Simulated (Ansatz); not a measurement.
# A vacancy of Ge at several sites of amorphous Ge (83 atoms), part 2 of 3

At which site of amorphous Ge (83 atoms) does a vacancy of Ge cost least, and what about the site decides it?

Ansatz 0.2.0; Kohn-Sham DFT, PBE, PAW (set soft_1), plane waves.

The cell: 83 Ge. The quench rate of 20 K/ps far exceeds what a furnace or splat quench reaches. The starting topology of bonds comes from the classical model. Sampling is at Γ alone, for a cell whose shortest periodic width is 12 Å.

So far. Step 2 (Single point at the start): The r.m.s. force at the start is 0.48 eV/Å. Step 3 (Relaxation): The relaxation converged after 33 steps, 5.02 eV below its start, with a largest force component of 0.035 eV/Å.

## (4) Single point at the relaxed geometry

The electronic structure is read at the final geometry, in a run of its own.

File input.yaml:

```yaml
crystal:
  lattice:
    - [12.3432, 0.0, 0.0]
    - [0.0, 12.3432, 0.0]
    - [0.0, 0.0, 12.3432]
  atoms:
    - { symbol: Ge, position: [0.49464, 0.86459, 0.87736] }
    - { symbol: Ge, position: [0.59494, 0.51635, 0.94972] }
    - { symbol: Ge, position: [0.46653, 0.91093, 0.6776] }
    - { symbol: Ge, position: [0.91361, 0.86677, 0.0958] }
    - { symbol: Ge, position: [0.57657, 0.36792, 0.61403] }
    - { symbol: Ge, position: [0.71916, 0.8777, 0.73734] }
    [... 71 atom lines left out ...]
    - { symbol: Ge, position: [0.40909, 0.17901, 0.76612] }
    - { symbol: Ge, position: [0.13496, 0.58816, 0.60971] }
    - { symbol: Ge, position: [0.6661, 0.38404, 0.81274] }
    - { symbol: Ge, position: [0.11574, 0.11204, 0.18651] }
    - { symbol: Ge, position: [0.7992, 0.82144, 0.92658] }
    - { symbol: Ge, position: [0.89546, 0.85583, 0.59586] }
kpoints:
  mp_grid: { grid: [1, 1, 1] }
hamiltonian:
  xc: pbe
  pseudopotentials: { kind: paw, azcp: { folder: soft_1 } }
scf:
  occupations: { method: fermi_dirac, width: 0.05 }
output:
  forces: true
  stress: true
  populations: true
  dos:
    method: { smearing: { sigma: 0.08 } }
    de: 0.1
    projected: { site_lists: { Ge: [Ge] } }
  eigenvalues: true
  write_density: true
  write_potential: true
  volumetric_format: npy
```

Started as:

```sh
$ ansatz run input.yaml --threads 8 --pin off --max-ram 15872MiB --backend cpu --events-out ev --progress --plain --runs-dir out
```

Numbers of over 12 decimals in the logs are rounded to 6 here.

Log:

```text
[...]
Crystal: 83 atoms, lattice volume = 1880.543 Å³
Basis set: ecut = 420 eV, 36785 PW (Γ), exchange–correlation on 180×180×180 points (8 copies of the dense FFT grid, shifted against one another)
Bands: 698, of which v1, the nominal top of the filled ones, is band 581 counted from 1 (580 counted from 0)
Symmetry: 1 space group operations
[...]
k-points: 1
[...]
SCF iter   1: F=—  HF=-356468.119780 eV  |F-HF|=—  |Δ(HF+E_count)|=         —  Δρ=2.87e-2  dr2=1.51e1  ethr=3.10e-3  ⟨swp⟩=6.0  Hψ=2492  notcnv=0
[...]
SCF iter  10: F=-356466.484709 eV  HF=-356466.484709 eV  |F-HF|=3.09e-9  |Δ(HF+E_count)|=   1.54e-7  Δρ=9.64e-7  dr2=3.42e-8  ethr=8.61e-12  ⟨swp⟩=13.0  Hψ=5779  notcnv=0
SCF 1 converged in 10 iterations: F = -356466.484709 eV  dr2 = 3.42e-8
[...]
SCF converged after 10 iterations
Free energy (F): -356466.484709 eV
[...]
Internal energy: -356466.411928 eV  (E = F + TS)
E sigma→0 (E₀):  -356466.448318 eV
Entropy (-TS):   -0.072780 eV (-0.877 meV/atom)
Fermi energy:    8.235718 eV
[...]
--- Forces (eV/Å), atoms counted from 1 ---
  atom   1  Ge     0.00344740    -0.00201253    -0.00308155
  atom   2  Ge     0.00481860    -0.00106404    -0.00139339
  atom   3  Ge     0.00752793    -0.00679096     0.00350950
  atom   4  Ge    -0.00507543     0.00433241    -0.01075174
  atom   5  Ge     0.00437533     0.01272780    -0.00154947
  atom   6  Ge     0.01148069     0.01904055     0.02349968
  atom   7  Ge    -0.00060415    -0.00342163     0.00375471
  atom   8  Ge     0.01006228     0.00313138     0.00868559
  atom   9  Ge     0.00905552     0.00444558    -0.00782654
  atom  10  Ge     0.01833909     0.00593639     0.01263147
  atom  11  Ge    -0.00828027     0.00524098     0.02102492
  atom  12  Ge    -0.00336542     0.00367345    -0.01709531
  atom  13  Ge     0.00613260     0.00418263    -0.00109067
  atom  14  Ge    -0.02663859     0.00951871     0.00511993
[...]
atom  82  Ge    -0.01142490    -0.00998248    -0.01661376
  atom  83  Ge     0.00257211    -0.00357568    -0.01202044
  max |Σ_I F_I| component: 3.14e-5 eV/Å
--- Stress (GPa, compression-positive) ---
        1.807920      -0.463611       0.334564
       -0.463611       2.014267      -0.537515
        0.334564      -0.537515       1.722250
  P = ⅓ Tr σ = 1.8481 GPa (18.481 kbar)
--- Band table (eV) ---
[...]
--- Löwdin populations: 83 sites ---
  site symbol       q [e]
     0     Ge     13.9624
     1     Ge     13.9501
     2     Ge     13.9707
[...]
82     Ge     14.0048
  spilling = 0.002266 (of n_electrons = 1162.000000)
```

It took 39 s on 8 threads of Arm Neoverse V2, shared host; peak memory 3.3 GiB.

The run gave:

```
free energy                                      : -356466.4847 eV
free energy per atom                             : -4294.7769 eV/atom
SCF cycles                                       : 10
pressure                                         : 1.848 GPa
r.m.s. force component                           : 0.0098 eV/Å
longest force                                    : 0.04006 eV/Å
Fermi energy                                     : 8.236 eV
spacing of highest filled and lowest empty level : 0.2606 eV
levels partly filled by over 2 per cent          : 3
spilling of the projection                       : 0.002266
```

The mean of these charges, 0.032 e, is only the charge that the projection spills.

Löwdin charges by element and coordination (they lack the spilled electrons, 0.032 e an atom on average):

| element | coordination | atoms | mean charge (e) | spread | least | most |
| --- | --- | --- | --- | --- | --- | --- |
| Ge | all | 83 | 0.0317 | 0.029 | -0.044 | 0.105 |
| Ge | 4 | 51 | 0.0325 | 0.0221 | -0.0249 | 0.0914 |
| Ge | 5 | 29 | 0.0246 | 0.0336 | -0.044 | 0.0995 |
| Ge | 6 | 2 | 0.0778 | 0.0238 | 0.054 | 0.102 |
| Ge | 7 | 1 | 0.105 | 0 | 0.105 | 0.105 |

Density of states as counts of states in windows of 1 eV (from the Fermi level), total and the larger projections:

```csv
from (eV),to (eV),total,Ge p,Ge s
-18,-13,0.0,0.0,0.0
-13,-12,2.0,0.0,1.9
-12,-11,15.2,3.4,11.6
-11,-10,27.9,7.3,20.4
-10,-9,18.4,4.9,13.4
-9,-8,29.7,8.6,20.9
-8,-7,23.6,8.3,15.1
-7,-6,19.6,8.3,11.2
-6,-5,17.7,8.2,9.4
-5,-4,16.1,10.5,5.5
-4,-3,33.5,29.4,3.8
-3,-2,47.1,43.0,3.7
-2,-1,49.2,45.0,3.5
-1,0,31.9,28.1,3.2
0,1,22.3,16.8,4.5
1,2,37.0,27.2,7.4
2,3,45.5,33.5,7.4
3,4,43.5,32.7,5.0
4,5,47.2,34.4,4.3
```

The curve was stored every 0.100 eV, coarse against its broadening of 0.08 eV, so these counts are rough.

Between -25 and -18 eV lie 830 more states.

The levels nearest the highest filled one (over half full), pooled over k-points and spins:

| level less the highest filled one (eV) | occupation |
| --- | --- |
| -0.368 | 2 |
| -0.292 | 2 |
| -0.236 | 2.00 |
| -0.198 | 2.00 |
| -0.079 | 1.97 |
| 0 | 1.85 |
| 0.261 | 0.13 |
| 0.311 | 0.049 |
| 0.472 | 0.002 |
| 0.563 | 0 |
| 0.714 | 0 |
| 0.725 | 0 |

Valence density in the bc plane at fractional x = 0.632, with atoms of Ge within 0.2 Å of it. It is the smooth field of the valence electrons, not physical close to the nuclei.

Ten steps, logarithmic in the rise over the least value, from '0' (0 e/Å³) to '9' (32 e/Å³), each cell a mean:
```
00001111100000012453211367521000000
00001111100000012453211489621000000
00001233211111111221111234311000000
00001233211135421100000111100000000
00001111111246521000001111000000000
00000000000123210000012432100011000
00000000000011110000126984110111100
00000011000111100000125873100001110
11001122111122110000011221100001112
63111232111122210000000111000001268
73111121111111111000000001000001379
31100000000011111000000000000001134
10000000000001222100000000011121111
00000000000001111110000000013675210
00001111100000011111110000014897310
00001122110000001136631000012453100
00001111100000000158851100001111000
00000000000000000124421000000000000
00000000011100011111110000011100000
00000000111111135421000000124421000
00001111111111269831000000258841100
00125652110001146521000000147731110
01137983100000012211000001112211111
00124652100000011221100112111000000
```
Columns run along b (12.3 Å), rows up along c (12.3 Å). Atoms in or near the plane, at fractional coordinates: Ge at (0.56, 0.31), Ge at (0.86, 0.40), Ge at (0.47, 0.13), Ge at (0.82, 0.13), Ge at (0.72, 0.94), Ge at (0.15, 0.06), Ge at (0.67, 0.71), Ge at (0.98, 0.57).

Electrostatic potential energy in the bc plane at fractional x = 0.632, with atoms of Ge within 0.2 Å of it. With pseudopotentials it is smooth inside the atoms' cores, unlike the true potential.

Ten even steps from '0' (-14 eV) to '9' (12 eV), each cell a mean:
```
99986567899999972000376100027999999
99998654689999862000375011016899999
99997200168865566334787310158999999
99997200157400026888999876789999999
99998644577300016899998778999888999
99999888998621147999862113788877889
99999999999877789999720110488766789
89998877898765789999730100589888888
36887423687410368999974235899998642
01675101477300268999998888899997200
00587534688755678999999988889986101
14799888999987656899999988888887410
78999999999986323689999999886434677
99999888999987434788999999861000279
99998656789998877764468999850110169
99986323689999998400005899973001489
99997545789999998301104899988767899
99999888889999998620026899999999999
99999999877889876666689999877789999
99999998765687410026899998620026999
99986567776787101105899998301104899
88730002788998300016899998400005888
88601110689999864568999988753368888
88730002799999986434788643578899888
```
Columns run along b (12.3 Å; values clipped at the 3rd and 97th percentile), rows up along c (12.3 Å). Atoms in or near the plane, at fractional coordinates: Ge at (0.56, 0.31), Ge at (0.86, 0.40), Ge at (0.47, 0.13), Ge at (0.82, 0.13), Ge at (0.72, 0.94), Ge at (0.15, 0.06), Ge at (0.67, 0.71), Ge at (0.98, 0.57).

The highest filled and lowest empty levels lie 0.261 eV apart (at Γ alone), but 3 levels are partly filled, by over 2 %, under the smearing. Löwdin charges run from -0.04 to +0.10 e, about a mean that is the spilled charge alone. Within 0.4 eV of the Fermi level the largest share is Ge p (85 % of the projected weight).

## (5) Vacancy of Ge, site Ge43

The site has 4 bonded neighbours (Ge4) at 2.54 Å on average, by cutoffs that count no bonds between two metal atoms or like ions. The change is made in the relaxed cell and the atoms are relaxed again.

input.yaml, the sections that differ from step 4:

```yaml
crystal:
  lattice:
    - [12.3432, 0.0, 0.0]
    - [0.0, 12.3432, 0.0]
    - [0.0, 0.0, 12.3432]
  atoms:
    [... atom lines 1 to 39 left out ...]
    - { symbol: Ge, position: [0.1189, 0.53485, 0.41348] }
    - { symbol: Ge, position: [0.98344, 0.30048, 0.7384] }
    - { symbol: Ge, position: [0.64708, 0.46979, 0.13417] }
    - { symbol: Ge, position: [0.62181, 0.71579, 0.93897] }
    - { symbol: Ge, position: [0.8471, 0.64342, 0.2915] }
    - { symbol: Ge, position: [0.69787, 0.43635, 0.46124] }
    - { symbol: Ge, position: [0.06184, 0.2894, 0.26019] }
    [... atom lines 47 to 82 left out ...]
output:
  forces: true
  eigenvalues: true
relax:
  f_tol: 0.05
  max_steps: 90
# kpoints, hamiltonian, scf: as in step 4
```

Log:

```text
[...]
Crystal: 82 atoms, lattice volume = 1880.543 Å³
Basis set: ecut = 420 eV, 36785 PW (Γ), exchange–correlation on 180×180×180 points (8 copies of the dense FFT grid, shifted against one another)
Bands: 689, of which v1, the nominal top of the filled ones, is band 574 counted from 1 (573 counted from 0)
Symmetry: 1 space group operations
[...]
k-points: 1
[...]
SCF iter   1: F=—  HF=-352171.585711 eV  |F-HF|=—  |Δ(HF+E_count)|=         —  Δρ=2.86e-2  dr2=1.65e1  ethr=3.10e-3  ⟨swp⟩=6.0  Hψ=2458  notcnv=0
[...]
SCF iter   9: F=-352169.807804 eV  HF=-352169.807811 eV  |F-HF|=6.93e-6  |Δ(HF+E_count)|=   4.58e-6  Δρ=1.85e-5  dr2=1.59e-5  ethr=5.44e-9  ⟨swp⟩=9.0  Hψ=3031  notcnv=0
SCF 1 converged in 9 iterations: F = -352169.807804 eV  dr2 = 1.59e-5
[...]
relax step   1: F+E_penalty+E_count = -352169.80780408 eV  Δ(F+E_penalty+E_count) = +0.000e0 eV  max|allowed force component| = 6.977e-1 eV/Å  Δτ_max = 0.0000 Å  (9 SCF iters, dr2 threshold 6.25e-5 eV, accepted)
[...]
relax step   2: F+E_penalty+E_count = -352170.26807575 eV  Δ(F+E_penalty+E_count) = -4.603e-1 eV  max|allowed force component| = 4.704e-1 eV/Å  Δτ_max = 0.1989 Å  (7 SCF iters, dr2 threshold 3.04e-5 eV, accepted)
[...]
relax step   3: F+E_penalty+E_count = -352170.57455917 eV  Δ(F+E_penalty+E_count) = -3.065e-1 eV  max|allowed force component| = 5.049e-1 eV/Å  Δτ_max = 0.1907 Å  (6 SCF iters, dr2 threshold 1.38e-5 eV, accepted)
relax step   4: F+E_penalty+E_count = -352170.81308217 eV  Δ(F+E_penalty+E_count) = -2.385e-1 eV  max|allowed force component| = 2.631e-1 eV/Å  Δτ_max = 0.1955 Å  (5 SCF iters, dr2 threshold 1.00e-4 eV, accepted)
relax step   5: F+E_penalty+E_count = -352170.94229291 eV  Δ(F+E_penalty+E_count) = -1.292e-1 eV  max|allowed force component| = 4.375e-1 eV/Å  Δτ_max = 0.1946 Å  (6 SCF iters, dr2 threshold 1.88e-5 eV, accepted)
relax step   6: F+E_penalty+E_count = -352171.02259464 eV  Δ(F+E_penalty+E_count) = -8.030e-2 eV  max|allowed force component| = 1.629e-1 eV/Å  Δτ_max = 0.1042 Å  (5 SCF iters, dr2 threshold 5.20e-5 eV, accepted)
relax step   7: F+E_penalty+E_count = -352171.10152513 eV  Δ(F+E_penalty+E_count) = -7.893e-2 eV  max|allowed force component| = 1.110e-1 eV/Å  Δτ_max = 0.1948 Å  (6 SCF iters, dr2 threshold 3.68e-6 eV, accepted)
relax step   8: F+E_penalty+E_count = -352171.15777475 eV  Δ(F+E_penalty+E_count) = -5.625e-2 eV  max|allowed force component| = 2.628e-1 eV/Å  Δτ_max = 0.1943 Å  (8 SCF iters, accepted)
relax step   9: F+E_penalty+E_count = -352171.22889313 eV  Δ(F+E_penalty+E_count) = -7.112e-2 eV  max|allowed force component| = 1.708e-1 eV/Å  Δτ_max = 0.1605 Å  (5 SCF iters, dr2 threshold 3.21e-5 eV, accepted)
relax step  10: F+E_penalty+E_count = -352171.31496142 eV  Δ(F+E_penalty+E_count) = -8.607e-2 eV  max|allowed force component| = 1.166e-1 eV/Å  Δτ_max = 0.1952 Å  (6 SCF iters, dr2 threshold 1.23e-5 eV, accepted)
relax step  11: F+E_penalty+E_count = -352171.36133336 eV  Δ(F+E_penalty+E_count) = -4.637e-2 eV  max|allowed force component| = 1.292e-1 eV/Å  Δτ_max = 0.1761 Å  (6 SCF iters, dr2 threshold 5.74e-6 eV, accepted)
relax step  12: F+E_penalty+E_count = -352171.40826951 eV  Δ(F+E_penalty+E_count) = -4.694e-2 eV  max|allowed force component| = 7.866e-2 eV/Å  Δτ_max = 0.1118 Å  (6 SCF iters, dr2 threshold 7.79e-6 eV, accepted)
relax step  13: F+E_penalty+E_count = -352171.44743081 eV  Δ(F+E_penalty+E_count) = -3.916e-2 eV  max|allowed force component| = 1.558e-1 eV/Å  Δτ_max = 0.1656 Å  (9 SCF iters, accepted)
relax step  14: F+E_penalty+E_count = -352171.50038088 eV  Δ(F+E_penalty+E_count) = -5.295e-2 eV  max|allowed force component| = 1.854e-1 eV/Å  Δτ_max = 0.1898 Å  (6 SCF iters, dr2 threshold 9.00e-6 eV, accepted)
relax step  15: F+E_penalty+E_count = -352171.58049222 eV  Δ(F+E_penalty+E_count) = -8.011e-2 eV  max|allowed force component| = 9.966e-2 eV/Å  Δτ_max = 0.1194 Å  (6 SCF iters, dr2 threshold 3.44e-5 eV, accepted)
relax step  16: F+E_penalty+E_count = -352171.62721156 eV  Δ(F+E_penalty+E_count) = -4.672e-2 eV  max|allowed force component| = 1.265e-1 eV/Å  Δτ_max = 0.1640 Å  (7 SCF iters, dr2 threshold 2.87e-6 eV, accepted)
relax step  17: F+E_penalty+E_count = -352171.65291820 eV  Δ(F+E_penalty+E_count) = -2.571e-2 eV  max|allowed force component| = 1.150e-1 eV/Å  Δτ_max = 0.0817 Å  (6 SCF iters, dr2 threshold 4.63e-6 eV, accepted)
relax step  18: F+E_penalty+E_count = -352171.66879305 eV  Δ(F+E_penalty+E_count) = -1.587e-2 eV  max|allowed force component| = 6.071e-2 eV/Å  Δτ_max = 0.0647 Å  (5 SCF iters, dr2 threshold 1.09e-5 eV, accepted)
[...]
relax step  19: F+E_penalty+E_count = -352171.68412741 eV  Δ(F+E_penalty+E_count) = -1.533e-2 eV  max|allowed force component| = 4.109e-2 eV/Å  Δτ_max = 0.0343 Å  (7 SCF iters, accepted)
SCF converged after 7 iterations
Free energy (F): -352171.684127 eV
[...]
Internal energy: -352171.578565 eV  (E = F + TS)
E sigma→0 (E₀):  -352171.631346 eV
Entropy (-TS):   -0.105563 eV (-1.287 meV/atom)
Fermi energy:    8.101104 eV
[...]
--- Forces (eV/Å), atoms counted from 1 ---
  atom   1  Ge    -0.01859979     0.01104081    -0.00725137
  atom   2  Ge    -0.00931046    -0.01057153     0.01723603
  atom   3  Ge    -0.02411457    -0.01508830    -0.00901546
  atom   4  Ge     0.01064483    -0.00119459     0.00073366
  atom   5  Ge     0.01308254     0.01103491     0.01605827
  atom   6  Ge    -0.01880166    -0.00751272    -0.00566905
  atom   7  Ge    -0.00576702     0.01743319     0.00172816
  atom   8  Ge    -0.00237232    -0.00490231    -0.00004363
  atom   9  Ge     0.01529264    -0.01478380     0.01036775
  atom  10  Ge    -0.00732024     0.00700061    -0.00654515
  atom  11  Ge    -0.00912442    -0.01063835     0.00785799
  atom  12  Ge    -0.00522107     0.00982059     0.01777717
  atom  13  Ge     0.00424008     0.00102144     0.00028285
  atom  14  Ge     0.01139690    -0.01224627    -0.00515550
[...]
atom  81  Ge    -0.00008254    -0.00186204     0.01188762
  atom  82  Ge     0.01105970    -0.01026356    -0.00159756
  max |Σ_I F_I| component: 1.41e-5 eV/Å
--- Band table (eV) ---
[...]
--- Relaxed structure (19 steps of the walk, 19 accepted, 0 SCFs on fresh bases) ---
  F+E_penalty+E_count = -352171.68412741 eV   max|allowed force component| = 4.109e-2 eV/Å
  atoms:
    - { symbol: Ge, position: [0.466687, 0.872378, 0.890800] }
    - { symbol: Ge, position: [0.587961, 0.527470, 0.936360] }
    - { symbol: Ge, position: [0.441109, 0.894153, 0.686859] }
    - { symbol: Ge, position: [0.880370, 0.870494, 0.090211] }
[...]
- { symbol: Ge, position: [0.892109, 0.839650, 0.603115] }
```

Run time: 7.7 min. Hardware: 8 threads; peak memory 3.3 GiB.

The relaxation converged after 19 steps, 1.88 eV below its start, with a largest force component of 0.041 eV/Å.

The surroundings of the place of the removed atom, after relaxation: 10 atoms, nearest first, with positions taken from that point. Atoms keep their numbers of the cell before the removal, where the removed atom was number 43.

```csv
atom,x,y,z,distance (Å),bonds
Ge51,-1.37,-0.64,1.10,1.87,4
Ge74,-1.19,1.36,-0.63,1.91,4
Ge37,1.86,0.34,1.84,2.64,4
Ge4,2.91,0.64,-0.46,3.01,4
Ge82,1.73,-0.29,-2.55,3.09,4
Ge44,-0.53,-1.21,-3.21,3.47,4
Ge31,-0.40,-2.89,1.95,3.51,4
Ge38,-0.08,0.92,3.42,3.55,4
Ge45,2.13,-2.24,1.84,3.60,5
Ge1,-2.20,0.66,-2.92,3.72,4
```

The column of bonds counts only the pairs Ge-Ge within 2.93 Å; other neighbours, such as metal atoms beside each other in a compound, aren't counted, and periodic images can show an atom twice.

The largest move is 1.07 Å, by Ge6.

## (6) Vacancy of Ge, site Ge6

The site has 7 bonded neighbours (Ge7) at 2.85 Å on average. 

Input and log are left out; they have the form of those shown for this kind of step.

Wall time 7.8 min (8 threads of Arm Neoverse V2, shared host); peak memory 3.3 GiB; 60 min of CPU time.

The relaxation converged after 21 steps, 1.02 eV below its start, with a largest force component of 0.039 eV/Å.

[end of part 2 of 3]

[Logs are printed without paths, hosts, clocks, repeated set-up lines and the standing remarks that a program may print on its own settings, such as how far it seeks lower states.]

[Hosts, paths, dates, database ids (printed as entryN), source tags and the programs' standing remarks are cut or masked in the printed files.]
